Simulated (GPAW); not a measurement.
# Ballistic transport through a Si chain with two Ni atoms in line, cheap and dear

How well does a Si chain with two Ni atoms in line conduct at low bias, and how far do basis and functional move the answer?

Main program and level: GPAW 26.7.0; GPAW LCAO, PAW setups; Landauer transmission from Green's functions with principal layers (ASE), zero bias.

This is a report of a sequence of runs, with most program output left out.

### 1. The structure

The cell holds 12 atoms: 10 Si and 2 Ni. Its edges and angles: a = 9.000 Å, b = 9.000 Å, c = 26.318 Å, α = 90.0°, β = 90.0°, γ = 90.0°. Regions: left lead, 5 atoms (5 Si); channel, 2 atoms (2 Ni); right lead, 5 atoms (5 Si). Vacuum lies along a and b. The structure is stacked along c, and the current runs across the ab planes.

### 2. GPAW, dzp

The script solves lead and junction separately, takes H and S in the orbital basis, and joins semi-infinite leads through their self-energies; the dzp basis is the working standard.

The input, run.py:

```python
import json
import numpy as np
from ase import Atoms
from ase.transport.calculators import TransportCalculator
from gpaw import GPAW, FermiDirac
from gpaw.lcao.tools import get_lcao_hamiltonian
from scipy.linalg import eigh

# The junction with lead layers at both ends, along the third cell vector
device = Atoms(
    ['Si', 'Si', 'Si', 'Si', 'Si', 'Ni', 'Ni', 'Si', 'Si', 'Si', 'Si', 'Si'],
    positions=[
        [4.50000, 4.50000, 1.10000],
        [4.50000, 4.50000, 3.30000],
        [4.50000, 4.50000, 5.50000],
        [4.50000, 4.50000, 7.70000],
        [4.50000, 4.50000, 9.90000],
        [4.50000, 4.50000, 12.07910],
        [4.50000, 4.50000, 14.23910],
        [4.50000, 4.50000, 16.41820],
        [4.50000, 4.50000, 18.61820],
        [4.50000, 4.50000, 20.81820],
        [4.50000, 4.50000, 23.01820],
        [4.50000, 4.50000, 25.21820]],
    cell=[[9.0, 0.0, 0.0], [0.0, 9.0, 0.0], [0.0, 0.0, 26.3182]],
    pbc=True,
    magmoms=[0.0, 0.0, 0.0, 0.0, 0.0, 1.0, 1.0, 0.0, 0.0, 0.0, 0.0, 0.0])

# One principal layer of the lead: the first 3 atoms of the device
lead = Atoms(
    ['Si', 'Si', 'Si'],
    positions=[
        [4.50000, 4.50000, 1.10000],
        [4.50000, 4.50000, 3.30000],
        [4.50000, 4.50000, 5.50000]],
    cell=[[9.0, 0.0, 0.0], [0.0, 9.0, 0.0], [0.0, 0.0, 6.6]],
    pbc=True,
    magmoms=[0.0, 0.0, 0.0])

settings = dict(mode='lcao', basis='dzp', xc='PBE', h=0.18,
                occupations=FermiDirac(0.1), maxiter=250,
                mixer=dict(beta=0.05, nmaxold=8, weight=100.0),
                convergence=dict(density=0.0001))
energies = np.arange(-2, 2 + 1e-9, 0.05)
eta = 0.0001
n1, n2 = 1, 1
# k and -k transmit alike, so half of the mesh across the current serves
mesh = [(i, j) for i in range(n1) for j in range(n2) if (i, j) <= (-i % n1, -j % n2)]
weights = np.array([1 if (i, j) == (-i % n1, -j % n2) else 2 for i, j in mesh]) / (n1 * n2)

# [... helper functions left out ...]
fermi_lead = ground_state(lead, (1, 1, 17), 'lead.txt')
fermi_device = ground_state(device, (1, 1, 3), 'device.txt')
# [... loop over the mesh left out, but for ...]
        # Shift the lead onto the potential of the device's first layer
        shift = ((H[:, 0, 0] - H0[:, 0, 0]) / S0[0, 0]).real.mean()
# [...]
kT = 8.617333e-5 * 200
bias = [0.1, 0.2, 0.5, 1.0, 1.5, 2.0]
# [... integrals and printing left out ...]
```

On the command line:

```bash
> OMP_NUM_THREADS=1 OPENBLAS_NUM_THREADS=2 python run.py
```

Wall time 16 min (2 threads of Arm Neoverse N1, shared host); peak memory 1.6 GiB.

This step gave:

| Item | Value |
| --- | --- |
| conductance | 1.267 G₀ |
| largest coupling past the next principal layer | 5.05e-5 eV |
| largest misfit of the first principal layer | 0.1655 eV |
| shift that aligns the lead | -0.01401 eV |
| basis functions of the junction | 184 |
| basis functions of a principal layer | 39 |
| transmission at the Fermi level, spin up | 0.6958 |
| lead channels, spin up | 3 |
| transmission at the Fermi level, spin down | 1.854 |
| lead channels, spin down | 3 |

Each spin. Table of transmission, zone mean by energy, zero at the Fermi level:

| energy (eV) | T, spin up | T, spin down |
| --- | --- | --- |
| -2.000 | 9.8e-11 | 1.5e-11 |
| -1.800 | 7.6e-9 | 3.1e-11 |
| -1.600 | 5.5e-11 | 1.4e-10 |
| -1.400 | 6.6e-8 | 1.7e-8 |
| -1.200 | 0.486 | 1.29 |
| -1.000 | 0.432 | 1.88 |
| -0.800 | 1.35 | 1.86 |
| -0.650 | 1.40 | 1.52 |
| -0.600 | 1.35 | 1.51 |
| -0.400 | 1.000 | 2.27 |
| -0.200 | 0.805 | 2.53 |
| 0.000 | 0.696 | 1.85 |
| 0.200 | 0.636 | 1.74 |
| 0.400 | 0.609 | 1.36 |
| 0.600 | 0.604 | 1.03 |
| 0.800 | 0.611 | 0.848 |
| 1.000 | 0.625 | 0.771 |
| 1.200 | 0.644 | 0.755 |
| 1.400 | 0.669 | 0.775 |
| 1.600 | 0.705 | 0.811 |
| 1.800 | 0.756 | 0.852 |
| 2.000 | 0.824 | 0.894 |

Crossings of the lead's bands, unfolded to its shortest repeat. Table of open channels, zone mean by energy, zero at the Fermi level:

| energy (eV) | channels, spin up | channels, spin down |
| --- | --- | --- |
| -1.400 | 0 | 0 |
| -1.200 | 2 | 2 |
| -1.000 | 2 | 2 |
| -0.800 | 3 | 3 |
| -0.600 | 3 | 3 |
| -0.400 | 3 | 3 |
| -0.200 | 3 | 3 |
| 0.000 | 3 | 3 |
| 0.200 | 3 | 3 |
| 0.400 | 3 | 3 |
| 0.600 | 3 | 3 |
| 0.800 | 3 | 3 |
| 1.000 | 3 | 3 |
| 1.200 | 3 | 3 |
| 1.400 | 3 | 3 |
| 1.600 | 3 | 3 |
| 1.800 | 3 | 3 |
| 2.000 | 3 | 3 |

Not self-consistent under bias; the bias window is split evenly. Current through one cell, from the zero-bias transmission against bias:

| bias (V) | current through one cell, from the zero-bias transmission (μA) |
| --- | --- |
| 0.100 | 9.78 |
| 0.200 | 19.5 |
| 0.500 | 51.0 |
| 1.000 | 102 |
| 1.500 | 146 |
| 2.000 | 186 |

Transmission of the three most open eigenchannels against energy, zero at the Fermi level:

| energy (eV) | channel 1 up | channel 2 up | channel 3 up | channel 1 down | channel 2 down | channel 3 down |
| --- | --- | --- | --- | --- | --- | --- |
| -1.400 | 3.3e-8 | 3.3e-8 | 1.6e-11 | 1.1e-8 | 2.9e-9 | 2.9e-9 |
| -1.200 | 0.243 | 0.243 | 5.7e-12 | 0.646 | 0.646 | 1.4e-9 |
| -1.000 | 0.216 | 0.216 | 8.9e-11 | 0.941 | 0.941 | 1.4e-8 |
| -0.800 | 0.947 | 0.200 | 0.200 | 0.926 | 0.926 | 0.00355 |
| -0.600 | 0.943 | 0.202 | 0.202 | 0.712 | 0.712 | 0.0820 |
| -0.400 | 0.608 | 0.196 | 0.196 | 0.894 | 0.688 | 0.688 |
| -0.200 | 0.450 | 0.178 | 0.178 | 0.981 | 0.775 | 0.775 |
| 0.000 | 0.377 | 0.159 | 0.159 | 0.813 | 0.813 | 0.227 |
| 0.200 | 0.338 | 0.149 | 0.149 | 0.720 | 0.720 | 0.304 |
| 0.400 | 0.315 | 0.147 | 0.147 | 0.530 | 0.530 | 0.299 |
| 0.600 | 0.299 | 0.152 | 0.152 | 0.370 | 0.370 | 0.290 |
| 0.800 | 0.290 | 0.161 | 0.161 | 0.283 | 0.282 | 0.282 |
| 1.000 | 0.284 | 0.171 | 0.171 | 0.279 | 0.246 | 0.246 |
| 1.200 | 0.280 | 0.182 | 0.182 | 0.276 | 0.240 | 0.240 |
| 1.400 | 0.279 | 0.195 | 0.195 | 0.274 | 0.250 | 0.250 |
| 1.600 | 0.281 | 0.212 | 0.212 | 0.273 | 0.269 | 0.269 |
| 1.800 | 0.284 | 0.236 | 0.236 | 0.290 | 0.290 | 0.272 |
| 2.000 | 0.290 | 0.267 | 0.267 | 0.311 | 0.311 | 0.272 |

Site moment by atom:

| atom | site moment (μB) |
| --- | --- |
| Si1 | -0.010 |
| Si2 | 0.020 |
| Si3 | -0.038 |
| Si4 | 0.036 |
| Si5 | -0.045 |
| Ni6 | 0.835 |
| Ni7 | 0.835 |
| Si8 | -0.045 |
| Si9 | 0.036 |
| Si10 | -0.038 |
| Si11 | 0.020 |
| Si12 | -0.010 |

Couplings past the next layer reach 5.1e-5 eV, small enough to drop; the matrix elements of the cell's first layer differ from the bulk lead's by up to 0.17 eV. That layer keeps its own values in the calculation, and only beyond it is the lead taken as perfect. The Fermi levels of lead and junction count from different zeros of potential, one for each periodic cell; with both set to zero, the small remaining shift is what aligns them. By hand: G = 1.267 × 77.48 μS = 98.1 μS, a resistance of 10.2 kΩ; at 0.1 V a linear junction would pass 9.81 μA, and the integral over the bias window gives 9.78 μA.

### 3. GPAW, szp: basis = "szp(dzp)"

One radial function a shell plus polarisation makes the matrices smaller; the question is what that costs.

run.py, as its differences from that of step 2:

```diff
@@ -39,3 +39,3 @@
 
-settings = dict(mode='lcao', basis='dzp', xc='PBE', h=0.18,
+settings = dict(mode='lcao', basis='szp(dzp)', xc='PBE', h=0.18,
                 occupations=FermiDirac(0.1), maxiter=250,
```

Run time: 14 min. Hardware: 2 threads; peak memory 1.6 GiB.

Numbers from this step:

```
conductance                                    : 1.194 G₀
largest coupling past the next principal layer : 5.08e-5 eV
largest misfit of the first principal layer    : 0.2191 eV
shift that aligns the lead                     : 0.02740 eV
basis functions of the junction                : 120
basis functions of a principal layer           : 27
transmission at the Fermi level, spin up       : 0.5839
transmission at the Fermi level, spin down     : 1.797
```

Each spin. Transmission, zone mean against energy, zero at the Fermi level:

| energy (eV) | T, spin up | T, spin down |
| --- | --- | --- |
| -2.00 | 3.4e-10 | 2.1e-11 |
| -1.90 | 6.0e-5 | 3.0e-11 |
| -1.80 | 2.8e-10 | 4.9e-11 |
| -1.70 | 6.5e-11 | 9.4e-11 |
| -1.55 | 1.7e-11 | 4.4e-10 |
| -1.45 | 2.1e-11 | 2.8e-9 |
| -1.35 | 3.0e-11 | 4.2e-4 |
| -1.25 | 2.0e-9 | 3.0e-8 |
| -1.15 | 0.420 | 1.93 |
| -1.05 | 0.391 | 1.86 |
| -1.00 | 0.496 | 1.95 |
| -0.90 | 0.845 | 2.03 |
| -0.85 | 0.907 | 1.96 |
| -0.80 | 0.871 | 1.83 |
| -0.70 | 0.805 | 1.68 |
| -0.60 | 0.762 | 2.21 |
| -0.50 | 0.726 | 2.19 |
| -0.40 | 0.690 | 2.07 |
| -0.25 | 0.639 | 2.21 |
| -0.15 | 0.611 | 2.56 |
| -0.05 | 0.591 | 1.70 |
| 0.00 | 0.584 | 1.80 |
| 0.05 | 0.578 | 1.87 |
| 0.15 | 0.572 | 1.89 |
| 0.25 | 0.572 | 1.80 |
| 0.40 | 0.580 | 1.52 |
| 0.50 | 0.589 | 1.32 |
| 0.60 | 0.601 | 1.14 |
| 0.70 | 0.614 | 1.01 |
| 0.80 | 0.628 | 0.924 |
| 0.90 | 0.643 | 0.867 |
| 1.05 | 0.665 | 0.826 |
| 1.15 | 0.681 | 0.821 |
| 1.25 | 0.697 | 0.827 |
| 1.35 | 0.716 | 0.842 |
| 1.45 | 0.736 | 0.864 |
| 1.55 | 0.760 | 0.888 |
| 1.70 | 0.800 | 0.925 |
| 1.80 | 0.832 | 0.949 |
| 1.90 | 0.868 | 0.971 |
| 2.00 | 0.908 | 0.992 |

Crossings of the lead's bands, unfolded to its shortest repeat. Open channels, zone mean against energy, zero at the Fermi level:

| energy (eV) | channels, spin up | channels, spin down |
| --- | --- | --- |
| -2.00 | 0 | 0 |
| -1.90 | 0 | 0 |
| -1.80 | 0 | 0 |
| -1.70 | 0 | 0 |
| -1.55 | 0 | 0 |
| -1.45 | 0 | 0 |
| -1.35 | 0 | 0 |
| -1.25 | 0 | 0 |
| -1.15 | 2 | 2 |
| -1.05 | 3 | 3 |
| -0.90 | 3 | 3 |
| -0.80 | 3 | 3 |
| -0.70 | 3 | 3 |
| -0.60 | 3 | 3 |
| -0.50 | 3 | 3 |
| -0.40 | 3 | 3 |
| -0.25 | 3 | 3 |
| -0.15 | 3 | 3 |
| -0.05 | 3 | 3 |
| 0.00 | 3 | 3 |
| 0.05 | 3 | 3 |
| 0.15 | 3 | 3 |
| 0.25 | 3 | 3 |
| 0.40 | 3 | 3 |
| 0.50 | 3 | 3 |
| 0.60 | 3 | 3 |
| 0.70 | 3 | 3 |
| 0.80 | 3 | 3 |
| 0.90 | 3 | 3 |
| 1.05 | 3 | 3 |
| 1.15 | 3 | 3 |
| 1.25 | 3 | 3 |
| 1.35 | 3 | 3 |
| 1.45 | 3 | 3 |
| 1.55 | 3 | 3 |
| 1.70 | 3 | 3 |
| 1.80 | 3 | 3 |
| 1.90 | 3 | 3 |
| 2.00 | 3 | 3 |

Not self-consistent under bias; the bias window is split evenly. The current through one cell, from the zero-bias transmission by bias:

| bias (V) | current through one cell, from the zero-bias transmission (μA) |
| --- | --- |
| 0.100 | 9.31 |
| 0.200 | 19.1 |
| 0.500 | 50.6 |
| 1.000 | 98.4 |
| 1.500 | 142 |
| 2.000 | 182 |

The transmission of the three most open eigenchannels by energy, zero at the Fermi level:

| energy (eV) | channel 1 up | channel 2 up | channel 3 up | channel 1 down | channel 2 down | channel 3 down |
| --- | --- | --- | --- | --- | --- | --- |
| -1.400 | 6.1e-12 | 6.1e-12 | 1.4e-12 | 1.5e-8 | 2.5e-12 | 2.5e-12 |
| -1.200 | 4.3e-7 | 4.3e-7 | 3.9e-10 | 4.1e-4 | 4.1e-4 | 1.4e-8 |
| -1.000 | 0.226 | 0.135 | 0.135 | 0.950 | 0.950 | 0.0490 |
| -0.800 | 0.574 | 0.149 | 0.149 | 0.916 | 0.916 | 0.00132 |
| -0.600 | 0.417 | 0.173 | 0.173 | 0.873 | 0.670 | 0.670 |
| -0.400 | 0.350 | 0.170 | 0.170 | 0.785 | 0.641 | 0.641 |
| -0.200 | 0.315 | 0.155 | 0.155 | 0.818 | 0.766 | 0.766 |
| 0.000 | 0.294 | 0.145 | 0.145 | 0.862 | 0.862 | 0.0737 |
| 0.200 | 0.279 | 0.146 | 0.146 | 0.817 | 0.817 | 0.222 |
| 0.400 | 0.269 | 0.155 | 0.155 | 0.636 | 0.636 | 0.244 |
| 0.600 | 0.262 | 0.169 | 0.169 | 0.447 | 0.447 | 0.249 |
| 0.800 | 0.258 | 0.185 | 0.185 | 0.337 | 0.337 | 0.250 |
| 1.000 | 0.257 | 0.200 | 0.200 | 0.292 | 0.292 | 0.251 |
| 1.200 | 0.257 | 0.216 | 0.216 | 0.286 | 0.286 | 0.251 |
| 1.400 | 0.260 | 0.233 | 0.233 | 0.301 | 0.301 | 0.251 |
| 1.600 | 0.265 | 0.254 | 0.254 | 0.324 | 0.324 | 0.252 |
| 1.800 | 0.280 | 0.280 | 0.272 | 0.348 | 0.348 | 0.253 |
| 2.000 | 0.314 | 0.314 | 0.281 | 0.368 | 0.368 | 0.255 |

Site moment by atom:

| atom | site moment (μB) |
| --- | --- |
| Si1 | -0.01 |
| Si2 | 0.03 |
| Si3 | -0.04 |
| Si4 | 0.04 |
| Si5 | -0.05 |
| Ni6 | 1.02 |
| Ni7 | 1.02 |
| Si8 | -0.05 |
| Si9 | 0.04 |
| Si10 | -0.04 |
| Si11 | 0.03 |
| Si12 | -0.01 |

The conductance, 1.19 G₀, lies 5.8 % below that of the dzp run.

### 4. Minimal basis

The minimal basis is the cheapest rung: no second zeta and no polarisation.

run.py, as its differences from that of step 3:

```diff
@@ -39,3 +39,3 @@
 
-settings = dict(mode='lcao', basis='szp(dzp)', xc='PBE', h=0.18,
+settings = dict(mode='lcao', basis='sz(dzp)', xc='PBE', h=0.18,
                 occupations=FermiDirac(0.1), maxiter=250,
```

Wall time 4.3 min (2 threads); peak memory 1.5 GiB.

This step gave:

```yaml
conductance: 1.276 G₀
largest_coupling_past_the_next_principal_layer: 5.12e-5 eV
largest_misfit_of_the_first_principal_layer: 0.2390 eV
shift_that_aligns_the_lead: 0.05025 eV
basis_functions_of_the_junction: 64
basis_functions_of_a_principal_layer: 12
transmission_at_the_fermi_level_spin_up: 0.5568
transmission_at_the_fermi_level_spin_down: 1.991
```

Each spin. Transmission, zone mean against energy, zero at the Fermi level:

| energy (eV) | T, spin up | T, spin down |
| --- | --- | --- |
| -2.00 | 8.3e-10 | 2.2e-11 |
| -1.90 | 8.6e-11 | 3.9e-11 |
| -1.80 | 2.8e-11 | 8.6e-11 |
| -1.70 | 2.1e-10 | 2.7e-10 |
| -1.55 | 1.8e-11 | 3.1e-9 |
| -1.45 | 3.7e-10 | 4.8e-7 |
| -1.35 | 8.0e-7 | 1.4e-5 |
| -1.25 | 0.710 | 1.95 |
| -1.15 | 1.31 | 2.06 |
| -1.05 | 0.589 | 2.11 |
| -0.90 | 0.593 | 1.87 |
| -0.80 | 0.638 | 2.67 |
| -0.70 | 0.654 | 2.31 |
| -0.60 | 0.655 | 2.07 |
| -0.50 | 0.642 | 1.99 |
| -0.40 | 0.622 | 2.01 |
| -0.25 | 0.590 | 2.22 |
| -0.15 | 0.573 | 2.59 |
| -0.05 | 0.561 | 1.87 |
| 0.00 | 0.557 | 1.99 |
| 0.05 | 0.554 | 2.07 |
| 0.15 | 0.554 | 2.13 |
| 0.25 | 0.558 | 2.11 |
| 0.40 | 0.573 | 1.95 |
| 0.50 | 0.587 | 1.75 |
| 0.60 | 0.603 | 1.52 |
| 0.70 | 0.620 | 1.30 |
| 0.80 | 0.636 | 1.12 |
| 0.90 | 0.652 | 0.983 |
| 1.05 | 0.671 | 0.856 |
| 1.15 | 0.681 | 0.808 |
| 1.25 | 0.688 | 0.782 |
| 1.35 | 0.695 | 0.772 |
| 1.45 | 0.701 | 0.775 |
| 1.55 | 0.707 | 0.788 |
| 1.70 | 0.718 | 0.820 |
| 1.80 | 0.728 | 0.846 |
| 1.90 | 0.741 | 0.872 |
| 2.00 | 0.757 | 0.897 |

The conductance, 1.28 G₀, lies 0.8 % above that of the dzp run.

### 5. RPBE in the dzp basis: xc = "RPBE"

Back in the dzp basis, the functional changes from PBE to RPBE, to set the spread between functionals beside that between bases.

run.py, as its differences from that of step 4:

```diff
@@ -39,3 +39,3 @@
 
-settings = dict(mode='lcao', basis='sz(dzp)', xc='PBE', h=0.18,
+settings = dict(mode='lcao', basis='dzp', xc='RPBE', h=0.18,
                 occupations=FermiDirac(0.1), maxiter=250,
```

Elapsed: 13 min, on 2 threads; peak memory 1.6 GiB.

Numbers from this step:

| Property | Result |
| --- | --- |
| conductance | 1.226 G₀ |
| largest coupling past the next principal layer | 4.99e-5 eV |
| largest misfit of the first principal layer | 0.1741 eV |
| shift that aligns the lead | -0.02135 eV |
| basis functions of the junction | 184 |
| basis functions of a principal layer | 39 |
| transmission at the Fermi level, spin up | 0.6331 |
| transmission at the Fermi level, spin down | 1.833 |

The conductance, 1.23 G₀, lies 3.2 % below that of the dzp run.

### 6. All levels side by side

Times are for 2 threads of Arm Neoverse N1, shared host. The series side by side:

| no. | run | conductance (G₀) | time | memory (GiB) |
| --- | --- | --- | --- | --- |
| 1 | dzp | 1.267 | 16 min | 1.6 |
| 2 | szp | 1.194 | 14 min | 1.6 |
| 3 | sz | 1.276 | 4.3 min | 1.5 |
| 4 | dzp RPBE | 1.226 | 13 min | 1.6 |

### 7. Comparison

The curves are compared point by point over the common energies.

This step: comparison of transmission and cost over codes and levels (GPAW 26.7.0).

Ladder, by row:

| step | code | T at the Fermi level (sum over the listed spins) | conductance (G0) | r.m.s. T(E) from the first | wall time (s) | peak memory (GiB) | threads |
| --- | --- | --- | --- | --- | --- | --- | --- |
| dzp | GPAW | 2.55 | 1.267 | 0 | 977.5 | 1.61 | 2 |
| szp | GPAW | 2.381 | 1.194 | 0.3618 | 820 | 1.56 | 2 |
| sz | GPAW | 2.547 | 1.276 | 0.4445 | 256.6 | 1.47 | 2 |
| dzp-RPBE | GPAW | 2.466 | 1.226 | 0.1542 | 766.3 | 1.6 | 2 |

The transmission, zone mean, sum over the listed spins by energy, zero at the Fermi level:

| energy (eV) | dzp | szp | sz | dzp-RPBE |
| --- | --- | --- | --- | --- |
| -2.000 | 1.1e-10 | 3.6e-10 | 8.5e-10 | 1.4e-10 |
| -1.800 | 7.6e-9 | 3.3e-10 | 1.1e-10 | 6.8e-10 |
| -1.600 | 1.9e-10 | 3.1e-10 | 1.1e-9 | 1.5e-10 |
| -1.400 | 8.3e-8 | 1.5e-8 | 2.9e-7 | 6.9e-8 |
| -1.200 | 1.78 | 8.3e-4 | 3.24 | 1.78 |
| -1.100 | 2.08 | 2.15 | 3.40 | 2.11 |
| -1.000 | 2.31 | 2.45 | 2.46 | 2.31 |
| -0.800 | 3.20 | 2.70 | 3.31 | 2.66 |
| -0.600 | 2.85 | 2.98 | 2.72 | 2.60 |
| -0.400 | 3.27 | 2.76 | 2.64 | 3.09 |
| -0.250 | 3.34 | 2.85 | 2.81 | 3.21 |
| -0.200 | 3.34 | 2.97 | 2.93 | 3.14 |
| -0.150 | 2.93 | 3.17 | 3.16 | 2.43 |
| 0.000 | 2.55 | 2.38 | 2.55 | 2.47 |
| 0.200 | 2.38 | 2.43 | 2.68 | 2.26 |
| 0.400 | 1.97 | 2.10 | 2.52 | 1.85 |
| 0.600 | 1.63 | 1.74 | 2.12 | 1.54 |
| 0.800 | 1.46 | 1.55 | 1.75 | 1.39 |
| 1.000 | 1.40 | 1.49 | 1.56 | 1.34 |
| 1.200 | 1.40 | 1.51 | 1.48 | 1.36 |
| 1.400 | 1.44 | 1.58 | 1.47 | 1.41 |
| 1.600 | 1.52 | 1.67 | 1.51 | 1.49 |
| 1.800 | 1.61 | 1.78 | 1.57 | 1.58 |
| 2.000 | 1.72 | 1.90 | 1.65 | 1.70 |

### 8. Another change of settings

A last run, with other settings again.

This step: GPAW LCAO, PAW setups; Landauer transmission from Green's functions with principal layers (ASE), zero bias (GPAW 26.7.0).

run.py, as its differences from that of step 5:

```diff
@@ -39,4 +39,4 @@
 
-settings = dict(mode='lcao', basis='dzp', xc='RPBE', h=0.18,
-                occupations=FermiDirac(0.1), maxiter=250,
+settings = dict(mode='lcao', basis='dzp', xc='PBE', h=0.4,
+                occupations=FermiDirac(0.1), maxiter=100,
                 mixer=dict(beta=0.05, nmaxold=8, weight=100.0),
```

Elapsed: 77 s, on 2 threads; peak memory 0.33 GiB.

The run finished. A setting was moved off its sound value on purpose, so it serves as a test and not as the result.

The fault put into the input: a grid far too coarse (h = 0.4).

Side by side:

| quantity | this run | sound run | difference |
| --- | --- | --- | --- |
| conductance (G₀) | 1.2875 | 1.2665 | 0.0210 |
| largest coupling past the next principal layer (eV) | 5.094e-5 | 5.051e-5 | 4.3e-7 |
| largest misfit of the first principal layer (eV) | 0.16664 | 0.16550 | 0.00114 |
| shift that aligns the lead (eV) | -0.015789 | -0.014009 | -0.00178 |
| transmission at the Fermi level, spin up | 0.66692 | 0.69581 | -0.0289 |
| transmission at the Fermi level, spin down | 1.9190 | 1.8539 | 0.0651 |

### 9. Results

```yaml
conductance: 1.27 G₀
transmission_at_the_fermi_level_mean_of_the_spins: 1.27
thermopower: about 0 (under 1.5 μV/K)
open_channels_of_the_lead_there: 3
```

What this shows: In the dzp basis the junction conducts 1.27 G₀ at 200 K, with T = 1.27 as the mean of the two spins at the Fermi level; the sz basis reaches that conductance within 10 %. The scatterer reflects about 58 % of the incoming channels at the Fermi level. The current is spin polarised: -45 % at the Fermi level, counted as (up - down)/(up + down). Measured against the first run (dzp), the nearest curve is that of dzp-RPBE (r.m.s. 0.15) and the farthest that of sz (0.44). Over the compared runs wall time goes from 257 s (sz) to 978 s (dzp), on a shared host. The geometry was built from estimated bond lengths and not relaxed, so the numbers describe this model structure. An evenly spaced straight chain is an idealisation: free chains tend to dimerise, zigzag or, where a band edge lies near the Fermi level, turn magnetic. The currents use the zero-bias T(E) throughout, which holds only while the bias is small against the distance to the nearest feature. One magnetic start was tried; another order may lie lower. The energy step is wider than the thermal energy, so the conductance and thermopower rest on interpolation of T(E).

[Logs are printed without paths, hosts, clocks, repeated set-up lines and the standing remarks that a program may print on its own settings, such as how far it seeks lower states.]

[Hosts, paths, dates, database ids (printed as entryN), source tags and the programs' standing remarks are cut or masked in the printed files.]
